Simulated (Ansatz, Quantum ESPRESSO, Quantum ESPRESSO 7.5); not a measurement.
## Cu: work function by face

Wanted: work functions of Cu face by face, under two functionals.

Main program and level: Quantum ESPRESSO 7.5; plane-wave DFT, PBE, GBRV ultrasoft pseudopotentials (geometry and cross-check by Ansatz 0.2.0 with PAW datasets; geometry under PBE).

Experimental background.

For Cu (clean single-crystal faces), “Anisotropic work function of elemental crystals” (2019, arxiv:1902.07811) quotes earlier work: work function of (111) (clean (111) face) 4.9 eV; work function of (100) (clean (100) face) 4.73 eV; work function of (110) (clean (110) face) 4.56 eV.

Most raw output is cut from this account.

## 1. Starting point

The cell holds 5 atoms: 5 Cu. Cell: a = 2.553 Å, b = 2.553 Å, c = 24.337 Å, α = 90.0°, β = 90.0°, γ = 60.0°. It derives from Cu. Vacuum lies along c.

## 2. Relaxation with Ansatz of (111)

A relaxation in Ansatz fixes the structure of this slab for the runs on it.

The input, input.yaml:

```yaml
crystal:
  lattice:
    - [2.5526554801, 0.0, 0.0]
    - [1.27632774, 2.2106644929, 0.0]
    - [0.0, 0.0, 24.3369378871]
  atoms:
    - { symbol: Cu, position: [0.6666666667, 0.6666666667, 0.3287184295] }
    - { symbol: Cu, position: [0.0, 0.0, 0.4143592147] }
    - { symbol: Cu, position: [0.3333333333, 0.3333333333, 0.5] }
    - { symbol: Cu, position: [0.6666666667, 0.6666666667, 0.5856407853] }
    - { symbol: Cu, position: [0.0, 0.0, 0.6712815705] }
kpoints:
  mp_grid: { grid: [12, 12, 1] }
hamiltonian:
  xc: pbe
scf:
  occupations: { method: fermi_dirac, width: 0.1 }
  convergence: { dr2_threshold: 1.0e-08 }
efield:
  axis: 3
  dipole_correction: true
  ramp_position: 0.97
  ramp_width: 0.04
relax:
  f_tol: 0.01
  constraints: [{ sites: [2] }]
output:
  write_potential: true
  write_density: true
  volumetric_format: npy
```

Launch:

```console
ansatz run input.yaml --threads 4 --pin off --max-ram 8192MiB --backend cpu --events-out ev --progress --plain --runs-dir out
```

Run time: 5.9 s. Hardware: 4 threads of Arm Neoverse V1, shared host; peak memory 0.51 GiB.

No atom moved by 0.005 Å in the relaxation.

 Held were the atoms numbered 3; the forces quoted are those on the free ones.

This step gave:

| Property | Result |
| --- | --- |
| free energy | -33124.9449 eV |
| energy at zero smearing | -33124.9122 eV |
| smearing term TS | 0.06538 eV |
| Fermi energy | 4.509 eV |
| symmetry operations | 6 |
| work function of the upper face | 4.793 eV |
| work function of the lower face | 4.793 eV |
| dipole along the normal | -1.18e-5 e·Å |

## 3. Ground state of (111), PBE

Both faces of the slab are alike, so a plain periodic cell serves and symmetry is kept.

Level of this step: plane-wave DFT, PBE, GBRV ultrasoft pseudopotentials (Quantum ESPRESSO 7.5).

The input, 111.pbe.in:

```
&control
  prefix = '111.pbe'
  outdir = './out'
  pseudo_dir = './pseudo'
  calculation = 'scf'
  tprnfor = .true.
/
&system
  ibrav = 0
  nat = 5
  ntyp = 1
  ecutwfc = 40
  ecutrho = 200
  occupations = 'smearing'
  smearing = 'mv'
  degauss = 0.02
/
&electrons
  conv_thr = 1e-07
  mixing_beta = 0.4
  electron_maxstep = 120
  mixing_mode = 'local-TF'
/
ATOMIC_SPECIES
  Cu  63.5460  cu_pbe_v1.2.uspp.F.UPF
CELL_PARAMETERS angstrom
  2.55265548011376 0.00000000002887 0.00000000000000
  1.27632774003188 2.21066449290251 0.00000000000000
  0.00000000000000 0.00000000000000 24.33693788710000
ATOMIC_POSITIONS crystal
  Cu  0.666666666667 0.666666666667 0.328718429500
  Cu  0.000000000000 0.000000000000 0.414359214700
  Cu  0.333333333333 0.333333333333 0.500000000000
  Cu  0.666666666667 0.666666666667 0.585640785300
  Cu  0.000000000000 0.000000000000 0.671281570500
K_POINTS automatic
  12 12 1 0 0 0
```

Launch:

```console
OMP_NUM_THREADS=1 mpirun -n 4 pw.x -nk 4 -in 111.pbe.in > 111.pbe.out
```

Run time: 59 s. Hardware: 4 MPI ranks; peak memory 0.47 GiB; 3.9 min of CPU time.

This step gave:

* free energy: -27467.7291 eV
* Fermi energy: 4.222 eV

## 4. Electrostatic potential of (111)

The vacuum level is read from the electrostatic potential (plot_num = 11), averaged over planes.

The input, 111.pbe.pot.in:

```
&inputpp
  prefix = '111.pbe'
  outdir = './out'
  filplot = '111.pbe.pot.dat'
  plot_num = 11
/
```

Launch:

```console
OMP_NUM_THREADS=1 mpirun -n 4 pp.x -in 111.pbe.pot.in > 111.pbe.pot.out
```

Run time: 0.8 s. Hardware: 4 MPI ranks; peak memory 0.09 GiB; 2.9 s of CPU time.

Read from the output:

* work function of the upper face: 4.775 eV
* slope of the potential above: 2.20e-4 eV/Å
* upper vacuum line continued to the top atoms, over the Fermi level: 4.774 eV
* work function of the lower face: 4.775 eV
* slope of the potential below: -1.54e-4 eV/Å
* lower vacuum line continued to the bottom atoms, over the Fermi level: 4.775 eV

Electrostatic potential energy of an electron; zero at the Fermi level. Table of potential energy, planar mean by z:

```csv
z (Å),"potential energy, planar mean (eV)"
0.0,4.78
0.5,4.78
1.0,4.78
1.5,4.78
2.0,4.78
2.5,4.78
3.0,4.78
3.5,4.78
4.0,4.77
4.5,4.77
5.0,4.76
5.5,4.71
6.0,4.53
6.5,3.89
7.0,1.54
7.5,-8.56
8.0,-24.2
8.5,-8.62
9.0,-0.0637
9.5,-5.95
10.0,-23.5
10.5,-12.2
11.0,-0.421
11.5,-3.47
12.0,-21.5
12.5,-15.7
13.0,-1.05
13.5,-2.02
14.0,-18.9
14.5,-19.1
15.0,-2.16
15.5,-0.968
16.0,-15.3
16.5,-21.6
17.0,-3.30
17.5,2.65
18.0,4.19
18.5,4.62
19.0,4.73
19.5,4.76
20.0,4.77
20.5,4.77
21.0,4.78
21.5,4.78
22.0,4.78
22.5,4.78
23.0,4.78
23.5,4.78
24.0,4.78
```

## 5. Self-consistent run of (111), LDA

The same atoms under a second functional.

Level of this step: plane-wave DFT, LDA, GBRV ultrasoft pseudopotentials (Quantum ESPRESSO 7.5).

111.lda.in, as its differences from the input of step 3:

```diff
@@ -1,3 +1,3 @@
 &control
-  prefix = '111.pbe'
+  prefix = '111.lda'
   outdir = './out'
@@ -24,3 +24,3 @@
 ATOMIC_SPECIES
-  Cu  63.5460  cu_pbe_v1.2.uspp.F.UPF
+  Cu  63.5460  cu_lda_v1.2.uspp.F.UPF
 CELL_PARAMETERS angstrom
```

Launch:

```console
OMP_NUM_THREADS=1 mpirun -n 4 pw.x -nk 4 -in 111.lda.in > 111.lda.out
```

Elapsed: 70 s, on 4 MPI ranks; peak memory 0.47 GiB; 4.7 min of CPU time.

Read from the output:

```
free energy  : -27451.2823 eV
Fermi energy : 3.818 eV
```

## 6. Potential by pp.x of (111)

The input, 111.lda.pot.in:

```
&inputpp
  prefix = '111.lda'
  outdir = './out'
  filplot = '111.lda.pot.dat'
  plot_num = 11
/
```

Launch:

```console
OMP_NUM_THREADS=1 mpirun -n 4 pp.x -in 111.lda.pot.in > 111.lda.pot.out
```

Wall time 0.79 s (4 MPI ranks); peak memory 0.1 GiB.

This step gave:

* work function of the upper face: 5.146 eV
* slope of the potential above: 1.65e-4 eV/Å
* upper vacuum line continued to the top atoms, over the Fermi level: 5.145 eV
* work function of the lower face: 5.146 eV
* slope of the potential below: -1.16e-4 eV/Å
* lower vacuum line continued to the bottom atoms, over the Fermi level: 5.145 eV

On (111) the work function under LDA lies +0.37 eV from PBE's.

## 7. Geometry from Ansatz of (100)

Level of this step: plane-wave DFT, PBE, Ansatz PAW (Ansatz 0.2.0).

input.yaml, the sections that differ from step 2:

```yaml
crystal:
  lattice:
    - [2.5526554801, 0.0, 0.0]
    - [0.0, 2.5526554801, 0.0]
    - [0.0, 0.0, 23.22]
  atoms:
    - { symbol: Cu, position: [0.0, 0.0, 0.3445305771] }
    - { symbol: Cu, position: [0.5, 0.5, 0.4222652885] }
    - { symbol: Cu, position: [0.0, 0.0, 0.5] }
    - { symbol: Cu, position: [0.5, 0.5, 0.5777347115] }
    - { symbol: Cu, position: [0.0, 0.0, 0.6554694229] }
# kpoints, hamiltonian, scf, efield, relax, output: as in step 2
```

Launch:

```console
ansatz run input.yaml --threads 4 --pin off --max-ram 8192MiB --backend cpu --events-out ev --progress --plain --runs-dir out
```

Run time: 24 s. Hardware: 4 threads; peak memory 0.54 GiB.

Relaxation path:

```csv
step,energy less that of the first step (eV),largest force component (eV/Å)
1,0.0000,0.2365
2,-0.0045,0.1509
3,-0.0076,0.0034
```

The atoms that moved most (Å):

```csv
atom,dx,dy,dz,length
Cu4,0.000,0.000,0.028,0.028
Cu2,0.000,0.000,-0.028,0.028
Cu1,0.000,0.000,0.007,0.007
Cu5,0.000,0.000,-0.007,0.007
```

The relaxed structure:

```xyz
5
Lattice="2.5527 0.0000 0.0000 0.0000 2.5527 0.0000 0.0000 0.0000 23.2200" Properties=species:S:1:pos:R:3
Cu    0.0000    0.0000    8.0073
Cu    1.2763    1.2763    9.7765
Cu    0.0000    0.0000   11.6100
Cu    1.2763    1.2763   13.4435
Cu    0.0000    0.0000   15.2127
```

The relaxation lowers the energy by 2 meV an atom. Held were the atoms numbered 3; the forces quoted are those on the free ones.

Read from the output:

```
free energy                     : -33124.6895 eV
energy at zero smearing         : -33124.6634 eV
smearing term TS                : 0.05220 eV
Fermi energy                    : 3.841 eV
symmetry operations             : 8
work function of the upper face : 4.506 eV
work function of the lower face : 4.505 eV
dipole along the normal         : -1.19e-5 e·Å
```

## 8. Ground state of (100), PBE

Level of this step: plane-wave DFT, PBE, GBRV ultrasoft pseudopotentials (Quantum ESPRESSO 7.5).

The input, 100.pbe.in:

```
&control
  prefix = '100.pbe'
  outdir = './out'
  pseudo_dir = './pseudo'
  calculation = 'scf'
  tprnfor = .true.
/
&system
  ibrav = 0
  nat = 5
  ntyp = 1
  ecutwfc = 40
  ecutrho = 200
  occupations = 'smearing'
  smearing = 'mv'
  degauss = 0.02
/
&electrons
  conv_thr = 1e-07
  mixing_beta = 0.4
  electron_maxstep = 120
  mixing_mode = 'local-TF'
/
ATOMIC_SPECIES
  Cu  63.5460  cu_pbe_v1.2.uspp.F.UPF
CELL_PARAMETERS angstrom
  2.55265548010000 0.00000000000000 0.00000000000000
  0.00000000000000 2.55265548010000 0.00000000000000
  0.00000000000000 0.00000000000000 23.22000000000000
ATOMIC_POSITIONS crystal
  Cu  0.000000000000 0.000000000000 0.344846018357
  Cu  0.500000000000 0.500000000000 0.421038841228
  Cu  0.000000000000 0.000000000000 0.500000000000
  Cu  0.500000000000 0.500000000000 0.578961208051
  Cu  0.000000000000 0.000000000000 0.655154047334
K_POINTS automatic
  12 12 1 0 0 0
```

Launch:

```console
OMP_NUM_THREADS=1 mpirun -n 4 pw.x -nk 4 -in 100.pbe.in > 100.pbe.out
```

Wall time 51 s (4 MPI ranks); peak memory 0.53 GiB.

This step gave:

| Property | Result |
| --- | --- |
| free energy | -27467.4799 eV |
| Fermi energy | 3.572 eV |

## 9. Electrostatic potential of (100)

The input, 100.pbe.pot.in:

```
&inputpp
  prefix = '100.pbe'
  outdir = './out'
  filplot = '100.pbe.pot.dat'
  plot_num = 11
/
```

Launch:

```console
OMP_NUM_THREADS=1 mpirun -n 4 pp.x -in 100.pbe.pot.in > 100.pbe.pot.out
```

The job ended after 0.8 s (4 MPI ranks; peak memory 0.1 GiB; 2.9 s of CPU time).

Read from the output:

| Quantity | Value |
| --- | --- |
| work function of the upper face | 4.504 eV |
| slope of the potential above | 2.15e-4 eV/Å |
| upper vacuum line continued to the top atoms, over the Fermi level | 4.503 eV |
| work function of the lower face | 4.504 eV |
| slope of the potential below | -5.29e-5 eV/Å |
| lower vacuum line continued to the bottom atoms, over the Fermi level | 4.504 eV |

The potential energy, planar mean oscillates, so the rows of the table below give means over windows of 1.74 Å about each position, cut where the curve ends. Its maxima inside the range that stand out by 2 % of the span (Å: eV): 8.9: -2.01, 10.7: -1.42, 12.5: -1.41, 14.3: -2.01. Its minima: 8.0: -20.4, 9.8: -20.6, 11.6: -20.5, 13.5: -20.6, 15.2: -20.4.

Electrostatic potential energy of an electron; zero at the Fermi level. Potential energy, planar mean against z; means over each step:

```csv
z (Å),"potential energy, planar mean (eV)"
0.87,4.50
2.61,4.50
4.35,4.50
6.09,3.95
7.83,-9.61
9.57,-10.4
11.31,-10.1
13.05,-10.1
14.79,-10.2
16.53,1.79
18.27,4.47
20.01,4.50
21.75,4.50
```

## 10. SCF with pw.x of (100), LDA

Level of this step: plane-wave DFT, LDA, GBRV ultrasoft pseudopotentials (Quantum ESPRESSO 7.5).

100.lda.in, as its differences from the input of step 8:

```diff
@@ -1,3 +1,3 @@
 &control
-  prefix = '100.pbe'
+  prefix = '100.lda'
   outdir = './out'
@@ -24,3 +24,3 @@
 ATOMIC_SPECIES
-  Cu  63.5460  cu_pbe_v1.2.uspp.F.UPF
+  Cu  63.5460  cu_lda_v1.2.uspp.F.UPF
 CELL_PARAMETERS angstrom
```

Launch:

```console
OMP_NUM_THREADS=1 mpirun -n 4 pw.x -nk 4 -in 100.lda.in > 100.lda.out
```

Elapsed: 61 s, on 4 MPI ranks; peak memory 0.53 GiB; 4 min of CPU time.

This step gave:

| Property | Result |
| --- | --- |
| free energy | -27450.9399 eV |
| Fermi energy | 3.175 eV |

## 11. Potential by pp.x of (100)

The input, 100.lda.pot.in:

```
&inputpp
  prefix = '100.lda'
  outdir = './out'
  filplot = '100.lda.pot.dat'
  plot_num = 11
/
```

Launch:

```console
OMP_NUM_THREADS=1 mpirun -n 4 pp.x -in 100.lda.pot.in > 100.lda.pot.out
```

Run time: 0.79 s. Hardware: 4 MPI ranks; peak memory 0.1 GiB.

Numbers from this step:

* work function of the upper face: 4.870 eV
* slope of the potential above: 1.76e-4 eV/Å
* upper vacuum line continued to the top atoms, over the Fermi level: 4.869 eV
* work function of the lower face: 4.871 eV
* slope of the potential below: -2.45e-5 eV/Å
* lower vacuum line continued to the bottom atoms, over the Fermi level: 4.870 eV

On (100) the work function under LDA lies +0.37 eV from PBE's.

## 12. Geometry from Ansatz of (110)

Level of this step: plane-wave DFT, PBE, Ansatz PAW (Ansatz 0.2.0).

System of this step: Cu(110), 7 layers. The cell holds 7 atoms: 7 Cu. Its edges and angles: a = 3.610 Å, b = 2.553 Å, c = 23.658 Å, α = 90.0°, β = 90.0°, γ = 90.0°. It derives from Cu. Vacuum lies along c.

input.yaml, the sections that differ from step 7:

```yaml
crystal:
  lattice:
    - [3.61, 0.0, 0.0]
    - [0.0, 2.5526554801, 0.0]
    - [0.0, 0.0, 23.6579664403]
  atoms:
    - { symbol: Cu, position: [0.0, 0.0, 0.338152479] }
    - { symbol: Cu, position: [0.5, 0.5, 0.3921016527] }
    - { symbol: Cu, position: [0.0, 0.0, 0.4460508263] }
    - { symbol: Cu, position: [0.5, 0.5, 0.5] }
    - { symbol: Cu, position: [0.0, 0.0, 0.5539491737] }
    - { symbol: Cu, position: [0.5, 0.5, 0.6078983473] }
    - { symbol: Cu, position: [0.0, 0.0, 0.661847521] }
kpoints:
  mp_grid: { grid: [8, 12, 1] }
relax:
  f_tol: 0.01
  constraints: [{ sites: [2, 3, 4] }]
# hamiltonian, scf, efield, output: as in step 7
```

Launch:

```console
ansatz run input.yaml --threads 4 --pin off --max-ram 8192MiB --backend cpu --events-out ev --progress --plain --runs-dir out
```

Run time: 55 s. Hardware: 4 threads; peak memory 0.86 GiB.

Step by step:

```csv
step,energy less that of the first step (eV),largest force component (eV/Å)
1,0.0000,0.3810
2,-0.0225,0.2608
3,-0.0397,0.0036
```

Forces are held to the 4 operations that the run works with; a distortion that breaks them can't arise in this run.

The atoms that moved most (Å):

```csv
atom,dx,dy,dz,length
Cu1,0.000,0.000,0.057,0.057
Cu7,0.000,0.000,-0.057,0.057
Cu6,0.000,0.000,0.053,0.053
Cu2,0.000,0.000,-0.053,0.053
```

The relaxation lowers the energy by 6 meV an atom. Held were the atoms numbered 3, 4 and 5; the forces quoted are those on the free ones.

Numbers from this step:

| Quantity | Value |
| --- | --- |
| free energy | -46374.4526 eV |
| energy at zero smearing | -46374.4153 eV |
| smearing term TS | 0.07465 eV |
| Fermi energy | 3.666 eV |
| symmetry operations | 4 |
| work function of the upper face | 4.370 eV |
| work function of the lower face | 4.370 eV |
| dipole along the normal | -3.33e-8 e·Å |

## 13. SCF with pw.x of (110), PBE

Level of this step: plane-wave DFT, PBE, GBRV ultrasoft pseudopotentials (Quantum ESPRESSO 7.5).

The input, 110.pbe.in:

```
&control
  prefix = '110.pbe'
  outdir = './out'
  pseudo_dir = './pseudo'
  calculation = 'scf'
  tprnfor = .true.
/
&system
  ibrav = 0
  nat = 7
  ntyp = 1
  ecutwfc = 40
  ecutrho = 200
  occupations = 'smearing'
  smearing = 'mv'
  degauss = 0.02
/
&electrons
  conv_thr = 1e-07
  mixing_beta = 0.4
  electron_maxstep = 120
  mixing_mode = 'local-TF'
/
ATOMIC_SPECIES
  Cu  63.5460  cu_pbe_v1.2.uspp.F.UPF
CELL_PARAMETERS angstrom
  3.61000000000000 0.00000000000000 0.00000000000000
  0.00000000000000 2.55265548010000 0.00000000000000
  0.00000000000000 0.00000000000000 23.65796644030000
ATOMIC_POSITIONS crystal
  Cu  0.000000000000 0.000000000000 0.340570873926
  Cu  0.500000000000 0.500000000000 0.389881166551
  Cu  0.000000000000 0.000000000000 0.446050826300
  Cu  0.500000000000 0.500000000000 0.500000000000
  Cu  0.000000000000 0.000000000000 0.553949173700
  Cu  0.500000000000 0.500000000000 0.610118840866
  Cu  0.000000000000 0.000000000000 0.659429130546
K_POINTS automatic
  8 12 1 0 0 0
```

Launch:

```console
OMP_NUM_THREADS=1 mpirun -n 4 pw.x -nk 4 -in 110.pbe.in > 110.pbe.out
```

The job ended after 3.3 min (4 MPI ranks; peak memory 0.85 GiB).

Numbers from this step:

* free energy: -38454.3567 eV
* Fermi energy: 3.398 eV

(Part 1 of 2 ends here.)

[Logs are printed without paths, hosts, clocks, repeated set-up lines and the standing remarks that a program may print on its own settings, such as how far it seeks lower states.]

[Hosts, paths, dates, database ids (printed as entryN), source tags and the programs' standing remarks are cut or masked in the printed files.]

[Maps of the electrostatic potential energy from Ansatz leave out the sawtooth potential of an applied field or a dipole correction, so their vacuum need not be flat; planar profiles and work functions include it.]
